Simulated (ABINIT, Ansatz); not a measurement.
# YGaS3 (Pm-3m): zone-centre phonons

Wanted: the vibrations of YGaS3 (Pm-3m) at Γ, by two programs.

Calculated with ABINIT 10.8.3; DFT LDA, scalar-relativistic, plane waves, PseudoDojo norm-conserving pseudopotentials.

The structure was built from a prototype and need not be the compound's stable phase.

### Step 1. Set-up

It takes space group Pm-3m (No. 221, cubic). The conventional cell has a = 4.590 Å, b = 4.590 Å, c = 4.590 Å, α = 90.00°, β = 90.00°, γ = 90.00°. Nearest to Y lie 12 S at 3.25 Å. Nearest to Ga lie 6 S at 2.30 Å. S has 2 Ga at 2.30 Å and 4 Y at 3.25 Å nearest. Farther neighbours and most contacts between anions are not listed.

### Step 2. Relaxation

The harmonic expansion needs vanishing forces, and a free crystal bears no stress, so cell and atoms are brought to rest. Stress is more sensitive to the basis than forces are: the last 3 Ha under the cutoff are smoothed with ecutsm, and the cutoff is raised above that of the later runs.

The starting cell comes from a relaxation made beforehand in Ansatz (LDA, PseudoDojo NC).

Contents of relax.abi:

```
# relaxation
ionmov 2
optcell 2
dilatmx 1.08
ntime 40
tolmxf 1.0d-05
tolvrs 1.0d-14
prtwf 0
prtden 0
chksymtnons 0

# basis, mesh and filling
ecut 44.0
ecutsm 3.0
ngkpt 6 6 6
nshiftk 1
shiftk 0.0 0.0 0.0
istwfk *1
occopt 6
tsmear 0.01
nband 30
nstep 100
diemac 1000000.0
prtebands 0
prtgsr 0
useylm 1

# cell and atoms
acell 8.674441284 8.674441284 8.674441284
rprim 
    1.0 0.0 0.0
    0.0 1.0 0.0
    0.0 0.0 1.0
ntypat 3
znucl 39 31 16
natom 5
typat 1 2 3 3 3
xred 
    0.0 0.0 0.0
    0.5 0.5 0.5
    0.5 0.5 0.0
    0.5 0.0 0.5
    0.0 0.5 0.5
pp_dirpath "./pseudo"
pseudos "Y.upf, Ga.upf, S.upf"
```

Started as:

```bash
$ OMP_NUM_THREADS=1 mpirun -n 4 abinit relax.abi > relax.log
```

Numbers of over 12 decimals in the logs are rounded to 6 here.

relax.abo, the main output file:

```text
[banners, grids, parts of the stress and lines that vanish by symmetry left out]
- input  file    -> relax.abi
- output file    -> relax.abo
- root for input  files -> relaxi
[...]
Symmetries : space group Pm -3 m (#221); Bravais cP (primitive cubic)
[...]
mpw =       11536          nfft =      216000          nkpt =          20
[...]
== DATASET  1 ==================================================================
[...]
cutoff_energies: {ecut:  44.0, pawecutdg:  -1.0, }
[...]
ETOT  1  -148.68536437356    -1.487E+02 3.497E-01 2.128E+03
 ETOT  2  -150.28712074632    -1.602E+00 5.287E-02 2.627E+03
 ETOT  3  -150.52401213180    -2.369E-01 5.466E-03 3.863E+02
 ETOT  4  -150.54982199744    -2.581E-02 1.170E-02 2.464E+01
 ETOT  5  -150.54949467924     3.273E-04 1.881E-03 3.794E+01
[...]
At SCF step   14       vres2   =  2.21E-15 < tolvrs=  1.00E-14 =>converged.
[...]
sigma(1 1)= -5.25784385E-07  sigma(3 2)=  0.00000000E+00
  sigma(2 2)= -5.25784385E-07  sigma(3 1)=  0.00000000E+00
  sigma(3 3)= -5.25784385E-07  sigma(2 1)=  0.00000000E+00
[...]
convergence: {deltae:  1.222E-12, res2:  2.206E-15, residm:  7.652E-05, diffor: null, }
etotal    :  -1.50552049E+02
[...]
ETOT  1  -150.55204845441    -1.506E+02 2.672E-05 1.568E-03
[...]
At SCF step    9       vres2   =  7.22E-16 < tolvrs=  1.00E-14 =>converged.
[...]
sigma(1 1)= -3.74256068E-07  sigma(3 2)=  0.00000000E+00
  sigma(2 2)= -3.74256068E-07  sigma(3 1)=  0.00000000E+00
  sigma(3 3)= -3.74256068E-07  sigma(2 1)=  0.00000000E+00
[...]
convergence: {deltae:  2.700E-12, res2:  7.221E-16, residm:  3.326E-06, diffor: null, }
etotal    :  -1.50552049E+02
[...]
ETOT  1  -150.55204802024    -1.506E+02 3.322E-06 9.572E-03
[...]
ETOT  8  -150.55204855580    -2.302E-12 2.930E-06 1.854E-13
 ETOT  9  -150.55204855578     2.211E-11 6.007E-06 4.212E-15
 At SCF step    9       vres2   =  4.21E-15 < tolvrs=  1.00E-14 =>converged.
[...]
sigma(1 1)= -6.68433052E-11  sigma(3 2)=  0.00000000E+00
  sigma(2 2)= -6.68433035E-11  sigma(3 1)=  0.00000000E+00
  sigma(3 3)= -6.68432939E-11  sigma(2 1)=  0.00000000E+00
[...]
convergence: {deltae:  2.211E-11, res2:  4.212E-15, residm:  6.007E-06, diffor: null, }
etotal    :  -1.50552049E+02
[...]
At Broyd/MD step   3, gradients are converged :
[...]
sigma(1 1)= -6.68433052E-11  sigma(3 2)=  0.00000000E+00
  sigma(2 2)= -6.68433035E-11  sigma(3 1)=  0.00000000E+00
  sigma(3 3)= -6.68432939E-11  sigma(2 1)=  0.00000000E+00
[...]
- sigma(1 1)= -1.96659794E-06  sigma(3 2)=  0.00000000E+00
- sigma(2 2)= -1.96659788E-06  sigma(3 1)=  0.00000000E+00
- sigma(3 3)= -1.96659760E-06  sigma(2 1)=  0.00000000E+00
[...]
fcart     -0.0000000000E+00 -0.0000000000E+00 -0.0000000000E+00
           strten     -6.6843305196E-11 -6.6843303462E-11 -6.6843293921E-11
================================================================================

[key lines of the parts left out:]
pressure_GPa:   1.9666E-06
Total energy (etotal) [Ha]= -1.50552048555776E+02
```

Run time: 4 min. Hardware: 4 MPI ranks of Arm Neoverse V1, shared host.

Little changed from the start: no atom moved by 0.005 Å and no cell edge by 0.1 %.

Numbers from this step:

* volume per atom: 19.35 Å³
* pressure: 1.97e-6 GPa
* gap on the k-mesh: 0 eV

### Step 3. Ground state

First-order wavefunctions inherit every error of the ground state, hence the very tight tolvrs. Occupations are smeared.

Contents of gs.abi:

```
# ground state
tolvrs 1.0d-16
prtden 1
prtwf 1

# basis, mesh and filling
ecut 36.0
ngkpt 6 6 6
nshiftk 1
shiftk 0.0 0.0 0.0
istwfk *1
occopt 6
tsmear 0.01
nband 30
nstep 100
diemac 1000000.0
prtebands 0
prtgsr 0
useylm 1

# cell and atoms
acell 8.674916111 8.674916111 8.674916111
rprim 
    1.0 0.0 0.0
    0.0 1.0 0.0
    0.0 0.0 1.0
ntypat 3
znucl 39 31 16
natom 5
typat 1 2 3 3 3
xred 
    0.0 0.0 0.0
    0.5 0.5 0.5
    0.5 0.5 0.0
    0.5 0.0 0.5
    0.0 0.5 0.5
pp_dirpath "./pseudo"
pseudos "Y.upf, Ga.upf, S.upf"
```

Started as:

```bash
$ OMP_NUM_THREADS=1 mpirun -n 4 abinit gs.abi > gs.log
```

gs.abo, the main output file:

```text
[banners, grids, parts of the stress and lines that vanish by symmetry left out]
- input  file    -> gs.abi
- output file    -> gs.abo
- root for input  files -> gsi
[...]
Symmetries : space group Pm -3 m (#221); Bravais cP (primitive cubic)
[...]
mpw =        6776          nfft =      110592          nkpt =          20
[...]
== DATASET  1 ==================================================================
[...]
cutoff_energies: {ecut:  36.0, pawecutdg:  -1.0, }
[...]
ETOT  1  -148.74308073221    -1.487E+02 4.301E-01 1.015E+03
 ETOT  2  -150.31580182767    -1.573E+00 3.217E-02 1.183E+03
 ETOT  3  -150.52704808143    -2.112E-01 5.486E-03 1.735E+02
 ETOT  4  -150.54935477029    -2.231E-02 1.105E-02 1.201E+01
 ETOT  5  -150.54903032556     3.244E-04 4.462E-03 1.954E+01
[...]
ETOT 15  -150.55157783105     3.666E-12 1.122E-04 1.239E-16
 ETOT 16  -150.55157783105    -4.093E-12 2.121E-04 3.851E-19
 At SCF step   16       vres2   =  3.85E-19 < tolvrs=  1.00E-16 =>converged.
[...]
sigma(1 1)=  1.39027887E-05  sigma(3 2)=  0.00000000E+00
  sigma(2 2)=  1.39027887E-05  sigma(3 1)=  0.00000000E+00
  sigma(3 3)=  1.39027887E-05  sigma(2 1)=  0.00000000E+00
[...]
convergence: {deltae: -4.093E-12, res2:  3.851E-19, residm:  2.121E-04, diffor: null, }
etotal    :  -1.50551578E+02
[...]
sigma(1 1)=  1.39027887E-05  sigma(3 2)=  0.00000000E+00
  sigma(2 2)=  1.39027887E-05  sigma(3 1)=  0.00000000E+00
  sigma(3 3)=  1.39027887E-05  sigma(2 1)=  0.00000000E+00
[...]
- sigma(1 1)=  4.09034165E-01  sigma(3 2)=  0.00000000E+00
- sigma(2 2)=  4.09034165E-01  sigma(3 1)=  0.00000000E+00
- sigma(3 3)=  4.09034165E-01  sigma(2 1)=  0.00000000E+00
[...]
fcart     -0.0000000000E+00 -0.0000000000E+00 -0.0000000000E+00
           strten      1.3902788686E-05  1.3902788686E-05  1.3902788686E-05
================================================================================

[key lines of the parts left out:]
pressure_GPa:  -4.0903E-01
```

It took 62 s on 4 MPI ranks.

Numbers from this step:

- pressure: -0.4090 GPa

The cell stands at -0.41 GPa: the relaxation ran with a smoothed and higher cutoff, and the difference is a stress of the finite basis.

(Part 1 of 5 ends here.)

[Host names and launcher messages were left out of these logs when they were recorded.]

[Logs are printed without paths, hosts, clocks, repeated set-up lines and the standing remarks that a program may print on its own settings, such as how far it seeks lower states.]

[Hosts, paths, dates, database ids (printed as entryN), source tags and the programs' standing remarks are cut or masked in the printed files.]
